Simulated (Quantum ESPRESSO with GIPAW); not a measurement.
# C3N4: from the crystal structure to its NMR spectrum, part 2 of 2

Aim: the magnetic shielding of every site in C3N4.

Quantum ESPRESSO with GIPAW; PBEsol.

So far. Step 2 (Ground state): It converged in 19 cycles to an estimated accuracy of 2e-11 Ry, on 42 irreducible k-points.

**3. Magnetic response**

Level of this step: DFT, PBEsol, plane-wave PAW (pslibrary 1.0.0 recipes), scalar-relativistic, GIPAW shieldings (Quantum ESPRESSO with GIPAW).

The job finds the current that a weak uniform field induces (applied as a long wave, q_gipaw) and the field that this current makes at each nucleus. On atoms with p or d valence electrons much of the paramagnetic part arises close to the nucleus, where the PAW partial waves rebuild the true states. pawproj makes the reconstruction use the PAW data sets' own projectors.

Input file nmr.in:

```
&inputgipaw
  job = 'nmr'
  prefix = 'x'
  tmp_dir = './tmp/'
  restart_mode = 'from_scratch'
  verbosity = 'low'
  q_gipaw = 0.01
  spline_ps = .true.
  conv_threshold = 1.0d-11
  use_nmr_macroscopic_shape = .false.
  pawproj(1) = .true.
  pawproj(2) = .true.
/
```

Run with:

```sh
> mpirun -np 4 gipaw.x -in nmr.in > nmr.out
```

The log of the run:

```text
[banner, memory and clock lines left out]
[a note of our patched build left out]

     Parallelizing q-star over 1 images

     IMPORTANT: XC functional enforced from input :
     Exchange-correlation= PBESOL
                           (   1   4  10   8   0   0   0)
     Any further DFT definition will be discarded
     Please, verify this is what you really want

     In N.pbesol-n-kjpaw_psl.1.0.0-gipaw.UPF the largest augmentation function (projectors 1 and 4, L = 1) is 9.4 times
     as large as its charge; the limit is 4.5
     Functions over the limit replaced by smooth ones with the moment of the charge, as in the saved run: 2

     Check: negative core charge=   -0.000010
[...]
WARNING: some symmetry operations do not permute x, y and z, so the susceptibility and the shape term are
     wrong: all shieldings move alike (in wurtzite BN nosym gave 13 and 6 ppm more at 3 and 6 points an axis).
     Run pw.x with nosym, and raise the mesh until the susceptibility stays

     alpha_pv=     45.9401 eV

     spline_ps is .false., expect some extrapolation errors

     q-space interpolation up to    66.00 Rydberg

     GIPAW job: nmr
     NMR macroscopic correction: no
[...]
Computing the magnetic susceptibility     isolve=0    ethr=  0.1000E-10
     Starting from scratch
     k-point #    1 of    42      pool #  1    cpu time:       0.6
[...]
End of magnetic susceptibility calculation

     f-sum rule (1st term):
           -62.2687          0.0000         -0.0000
             0.0000        -62.2687          0.0000
             0.0000          0.0000        -62.3307

     f-sum rule (2nd term):
            -1.0903          0.0000          0.0000
            -0.0000         -1.0903          0.0000
             0.0000         -0.0000         -1.0282

     f-sum rule (should be   -63.3564):
           -63.3590          0.0000         -0.0000
             0.0000        -63.3590          0.0000
             0.0000         -0.0000        -63.3589

[... susceptibilities left out ...]
     Contributions to the NMR chemical shifts: -------------------------------

     Macroscopic shape contribution in ppm:                    0.00
             0.0000          0.0000          0.0000
             0.0000          0.0000          0.0000
             0.0000          0.0000          0.0000

     Core contribution in ppm:

     Atom  1  N   pos: (  0.000000  0.000000  0.000000)  core sigma:         235.22
     Atom  2  N   pos: ( -0.171388  0.864838  0.000000)  core sigma:         235.22
     Atom  3  N   pos: ( -0.163278  0.285180  0.000000)  core sigma:         235.22
     Atom  4  N   pos: (  0.334666  0.582032  0.000000)  core sigma:         235.22
     Atom  5  N   pos: ( -0.334666  0.582032  0.000000)  core sigma:         235.22
     Atom  6  N   pos: (  0.163278  0.285180  0.000000)  core sigma:         235.22
     Atom  7  N   pos: (  0.171388  0.864838  0.000000)  core sigma:         235.22
     Atom  8  N   pos: (  0.500000  0.288675  0.000000)  core sigma:         235.22
     Atom  9  C   pos: ( -0.330701  0.768280  0.000000)  core sigma:         199.99
     Atom 10  C   pos: (  0.000000  0.195490  0.000000)  core sigma:         199.99
     Atom 11  C   pos: (  0.330701  0.768280  0.000000)  core sigma:         199.99
     Atom 12  C   pos: (  0.500000  0.495568  0.000000)  core sigma:         199.99
     Atom 13  C   pos: (  0.320826  0.185229  0.000000)  core sigma:         199.99
     Atom 14  C   pos: (  0.679174  0.185229  0.000000)  core sigma:         199.99

     Bare contribution in ppm:

     Atom  1  N   pos: (  0.000000  0.000000  0.000000)  bare sigma:         -22.08
[...]
Atom  2  N   pos: ( -0.171388  0.864838  0.000000)  bare sigma:         -60.58
[...]
Atom  3  N   pos: ( -0.163278  0.285180  0.000000)  bare sigma:         -60.58
[...]
Atom  4  N   pos: (  0.334666  0.582032  0.000000)  bare sigma:         -60.58
[...]
Atom  5  N   pos: ( -0.334666  0.582032  0.000000)  bare sigma:         -60.58
[...]
Atom  6  N   pos: (  0.163278  0.285180  0.000000)  bare sigma:         -60.58
[...]
Atom  7  N   pos: (  0.171388  0.864838  0.000000)  bare sigma:         -60.58
[...]
Atom  8  N   pos: (  0.500000  0.288675  0.000000)  bare sigma:         -26.90
[...]
Atom  9  C   pos: ( -0.330701  0.768280  0.000000)  bare sigma:         -81.05
[...]
Atom 10  C   pos: (  0.000000  0.195490  0.000000)  bare sigma:         -81.05
[...]
Atom 11  C   pos: (  0.330701  0.768280  0.000000)  bare sigma:         -81.05
[...]
Atom 12  C   pos: (  0.500000  0.495568  0.000000)  bare sigma:         -88.25
[...]
Atom 13  C   pos: (  0.320826  0.185229  0.000000)  bare sigma:         -88.25
[...]
Atom 14  C   pos: (  0.679174  0.185229  0.000000)  bare sigma:         -88.25
[...]
Diamagnetic contribution in ppm:

     Atom  1  N   pos: (  0.000000  0.000000  0.000000)  dia sigma:           7.23
[...]
Atom 11  C   pos: (  0.330701  0.768280  0.000000)  para sigma:         -87.57
[...]
Atom 12  C   pos: (  0.500000  0.495568  0.000000)  para sigma:         -98.39
[...]
Atom 13  C   pos: (  0.320826  0.185229  0.000000)  para sigma:         -98.39
[...]
Atom 14  C   pos: (  0.679174  0.185229  0.000000)  para sigma:         -98.39
[...]
Paramagnetic US occ-occ contribution in ppm:

     Atom  1  N   pos: (  0.000000  0.000000  0.000000)  para_oo sigma:          -1.22
[...]
Atom  2  N   pos: ( -0.171388  0.864838  0.000000)  para_oo sigma:          -1.53
[...]
Atom  3  N   pos: ( -0.163278  0.285180  0.000000)  para_oo sigma:          -1.53
[...]
Atom  4  N   pos: (  0.334666  0.582032  0.000000)  para_oo sigma:          -1.53
[...]
Atom  5  N   pos: ( -0.334666  0.582032  0.000000)  para_oo sigma:          -1.53
[...]
Atom  6  N   pos: (  0.163278  0.285180  0.000000)  para_oo sigma:          -1.53
[...]
Atom  7  N   pos: (  0.171388  0.864838  0.000000)  para_oo sigma:          -1.53
[...]
Atom  8  N   pos: (  0.500000  0.288675  0.000000)  para_oo sigma:          -1.21
[...]
Atom  9  C   pos: ( -0.330701  0.768280  0.000000)  para_oo sigma:          -0.97
[...]
Atom 10  C   pos: (  0.000000  0.195490  0.000000)  para_oo sigma:          -0.97
[...]
Atom 11  C   pos: (  0.330701  0.768280  0.000000)  para_oo sigma:          -0.97
[...]
Atom 12  C   pos: (  0.500000  0.495568  0.000000)  para_oo sigma:          -0.88
[...]
Atom 13  C   pos: (  0.320826  0.185229  0.000000)  para_oo sigma:          -0.88
[...]
Atom 14  C   pos: (  0.679174  0.185229  0.000000)  para_oo sigma:          -0.88
[...]
Paramagnetic US L_R Q_R contribution in ppm:

     Atom  1  N   pos: (  0.000000  0.000000  0.000000)  para_lq sigma:         -52.82
[...]
Atom  2  N   pos: ( -0.171388  0.864838  0.000000)  para_lq sigma:         -57.45
[...]
Atom  3  N   pos: ( -0.163278  0.285180  0.000000)  para_lq sigma:         -57.45
[...]
Atom  4  N   pos: (  0.334666  0.582032  0.000000)  para_lq sigma:         -57.45
[...]
Atom  5  N   pos: ( -0.334666  0.582032  0.000000)  para_lq sigma:         -57.45
[...]
Atom  6  N   pos: (  0.163278  0.285180  0.000000)  para_lq sigma:         -57.45
[...]
Atom  7  N   pos: (  0.171388  0.864838  0.000000)  para_lq sigma:         -57.45
[...]
Atom  8  N   pos: (  0.500000  0.288675  0.000000)  para_lq sigma:         -54.21
[...]
Atom  9  C   pos: ( -0.330701  0.768280  0.000000)  para_lq sigma:         -27.03
[...]
Atom 10  C   pos: (  0.000000  0.195490  0.000000)  para_lq sigma:         -27.03
[...]
Atom 11  C   pos: (  0.330701  0.768280  0.000000)  para_lq sigma:         -27.03
[...]
Atom 12  C   pos: (  0.500000  0.495568  0.000000)  para_lq sigma:         -27.13
[...]
Atom 13  C   pos: (  0.320826  0.185229  0.000000)  para_lq sigma:         -27.13
[...]
Atom 14  C   pos: (  0.679174  0.185229  0.000000)  para_lq sigma:         -27.13
[...]
Total NMR chemical shifts in ppm: ---------------------------------------
     (adopting the Simpson convention for anisotropy and asymmetry)-----------

     Atom  1  N   pos: (  0.000000  0.000000  0.000000)  Total sigma:          67.92
            -7.1038         -0.0000          0.0000
            -0.0000         -7.1038          0.0000
            -0.0000         -0.0000        217.9613

     N       1    anisotropy:    225.07    eta:    0.0000
[...]
Atom  2  N   pos: ( -0.171388  0.864838  0.000000)  Total sigma:         -43.78
          -107.9512       -107.4142         -0.0000
          -106.9891       -236.9597          0.0000
             0.0000         -0.0000        213.5776

     N       2    anisotropy:    386.03    eta:    0.9723
[...]
Atom  3  N   pos: ( -0.163278  0.285180  0.000000)  Total sigma:         -43.78
[... its tensor is left out ...]
     Atom  4  N   pos: (  0.334666  0.582032  0.000000)  Total sigma:         -43.78
[... its tensor is left out ...]
     Atom  5  N   pos: ( -0.334666  0.582032  0.000000)  Total sigma:         -43.78
[... its tensor is left out ...]
     Atom  6  N   pos: (  0.163278  0.285180  0.000000)  Total sigma:         -43.78
[... its tensor is left out ...]
     Atom  7  N   pos: (  0.171388  0.864838  0.000000)  Total sigma:         -43.78
[... its tensor is left out ...]
     Atom  8  N   pos: (  0.500000  0.288675  0.000000)  Total sigma:          44.62
           -16.5579          0.0000          0.0000
             0.0000        -16.5579         -0.0000
            -0.0000         -0.0000        166.9723

     N       8    anisotropy:    183.53    eta:    0.0000
[...]
Atom  9  C   pos: ( -0.330701  0.768280  0.000000)  Total sigma:           7.90
           -45.9141         30.8313         -0.0000
            30.8313        -10.3131          0.0000
             0.0000          0.0000         79.9237

     C       9    anisotropy:    108.04    eta:    0.9886
[...]
Atom 10  C   pos: (  0.000000  0.195490  0.000000)  Total sigma:           7.90
[... its tensor is left out ...]
     Atom 11  C   pos: (  0.330701  0.768280  0.000000)  Total sigma:           7.90
[... its tensor is left out ...]
     Atom 12  C   pos: (  0.500000  0.495568  0.000000)  Total sigma:         -10.19
            19.5774         -0.0000          0.0000
            -0.0000       -111.5196         -0.0000
             0.0000         -0.0000         61.3605

     C      12    anisotropy:   -151.99    eta:    0.4124
[...]
Atom 13  C   pos: (  0.320826  0.185229  0.000000)  Total sigma:         -10.19
[... its tensor is left out ...]
     Atom 14  C   pos: (  0.679174  0.185229  0.000000)  Total sigma:         -10.19
[... its tensor is left out ...]
```

The job ended after 18 min (4 MPI ranks of Arm Neoverse V2, shared host; peak memory 0.49 GiB; 72 min of CPU time).

The f-sum rule is met to 0.0026 of 63.4 (0.004 %). Converged shieldings require that this miss be small, but a small miss does not prove them. gipaw.x warns that with these symmetry operations the susceptibility and the shape term are unreliable; the other terms are not touched. This build smooths some augmentation functions of the files as it reads them, which, it says, moves results; by how much was not measured here.

From the symmetric part of each tensor, with principal values σ11 ≤ σ22 ≤ σ33: σ_iso is their mean, the span is σ33 − σ11 and the skew 3(σ_iso − σ22)/span. (gipaw.x prints an anisotropy in another convention.)

```csv
site,atom no.,atoms in cell,σ_iso (ppm),span (ppm),skew
N(1),1,1,67.9,225.1,1.00
N(2),2,6,-43.8,511.1,0.02
N(3),8,1,44.6,183.5,1.00
C(1),9,3,7.9,143.6,0.01
C(2),12,3,-10.2,172.9,-0.52
```

The macroscopic shape term is switched off. Differences within the crystal don't depend on it, but shieldings of different compounds can't be compared to better than a few ppm without it.

An axis of order three or more runs through N(1) and N(3), so two principal values coincide and the skew is ±1. In this run the largest span is that of N(2) (site symmetry m), with principal values -297.6, -47.3 and 213.6 ppm.

How the isotropic values are made up (ppm). The core part is that of the free atom's core; bare is the current of the smooth valence states; the last two are what the PAW spheres add to the diamagnetic and the paramagnetic current:

```csv
site,core,bare,"reconstruction, dia","reconstruction, para"
N(1),235.2,-22.1,7.2,-152.5
N(2),235.2,-60.6,6.7,-225.1
N(3),235.2,-26.9,7.0,-170.7
C(1),200.0,-81.1,4.5,-115.6
C(2),200.0,-88.3,4.5,-126.4
```

**4. From shieldings to shifts**

A shielding is counted from the bare nucleus and a shift from a reference compound, with the opposite sign. Here the reference is a mean over several measured solids, with the slope held at one.

Shifts follow from reference lines fitted to measured solids with this functional and these files. 13C: δ = (162.2 − σ), zero at TMS, fitted to 5 measured values, from C, Li2CO3, MgCO3, Na2CO3 and SiC, with a scatter of 0.85 ppm r.m.s., on σ without the shape term. Kinds of site that fitted badly were split off after the misses were seen, so the scatter is that of the points kept.

Covalently bonded atoms count as neighbours within 1.18 times the sum of their radii. Otherwise a cation's neighbours lie within 1.2 times its shortest bond (1.3 for large cations, each anion's radius taken off where they differ), and an anion's are the cations that count it.

```csv
site,atom no.,atoms in cell,surroundings,bonds (Å),δ_iso (ppm)
N(1),1,1,bound to C3,1.396,-
N(2),2,6,bound to C2,1.331,-
N(3),8,1,bound to C3,1.478,-
C(1),9,3,CN3,1.33 to 1.40,154.4
C(2),12,3,CN3,1.33 to 1.48,172.4
```

By surroundings the N shieldings are 2-coordinate: -43.8; 3-coordinate: 44.6 to 67.9 ppm. The 2 C sites spread over 18.1 ppm in shielding, from C(2) (least shielded) to C(1).

Simulated spectrum: 13C MAS at 60 kHz, 23.5 T (251.6 MHz), lines broadened by 1.2 ppm; rigid lattice, with dipolar and J couplings left out. Lines over 1.5 % of the strongest (ppm: area): 172.4: 0.99, 154.4: 1.00.

At this broadening the 2 isotropic lines are resolved.

Simulated spectrum: 15N static powder, 14.1 T (60.9 MHz), lines broadened by 10 ppm; the axis counts ppm from the isotropic position of N(1), as −Δσ; rigid lattice, with dipolar and J couplings left out.

offset (ppm), intensity and a bar:
```
      427       0.00 
      407       0.00 
      388       0.00 
      368       0.07 ##
      350       0.21 ######
      330       0.22 ######
      310       0.22 #######
      292       0.23 #######
      272       0.24 #######
      252       0.25 ########
      234       0.27 ########
      214       0.28 ########
      194       0.30 #########
      174       0.33 ##########
      156       0.36 ###########
      136       0.43 #############
      116       0.61 ##################
      115       0.61 ##################
       98       0.46 ##############
       78       0.94 ############################
       73       1.00 ##############################
       58       0.71 #####################
       40       0.58 #################
       20       0.51 ###############
        0       0.46 ##############
      -20       0.43 #############
      -38       0.40 ############
      -58       0.38 ###########
      -78       0.36 ###########
      -96       0.33 ##########
     -116       0.27 ########
     -136       0.25 #######
     -154       0.03 #
     -174       0.00 
     -194       0.00 
     -212       0.00
```

Most prominent maxima (ppm: height): 115: 0.61, 73: 1.00.

**5. Outcome**

* 13C shift: 172.4, 154.4 ppm
* 15N shielding without shape term: -43.8, 44.6, 67.9 ppm

In words: 13C has 2 sites, in the ratio 1:1: C(2) (CN3) at a shift of 172.4 and C(1) (CN3) at a shift of 154.4 ppm. No sound run at another cutoff or mesh is at hand, so convergence rests on the f-sum rule and on experience with these files. This build of gipaw.x prints that it is not audited and that its numbers are no references by themselves. It also reports spline_ps as false although the input sets it; why was not traced.

[Banner, clock, file and message-heading lines were taken out of the pw.x and gipaw.x logs.]

[Logs are printed without paths, hosts, clocks, repeated set-up lines and the standing remarks that a program may print on its own settings, such as how far it seeks lower states.]

[Hosts, paths, dates, database ids (printed as entryN), source tags and the programs' standing remarks are cut or masked in the printed files.]

[Where no reference line passes its bar on scatter, no shift is given, so a measured shift of this compound may stand uncompared.]
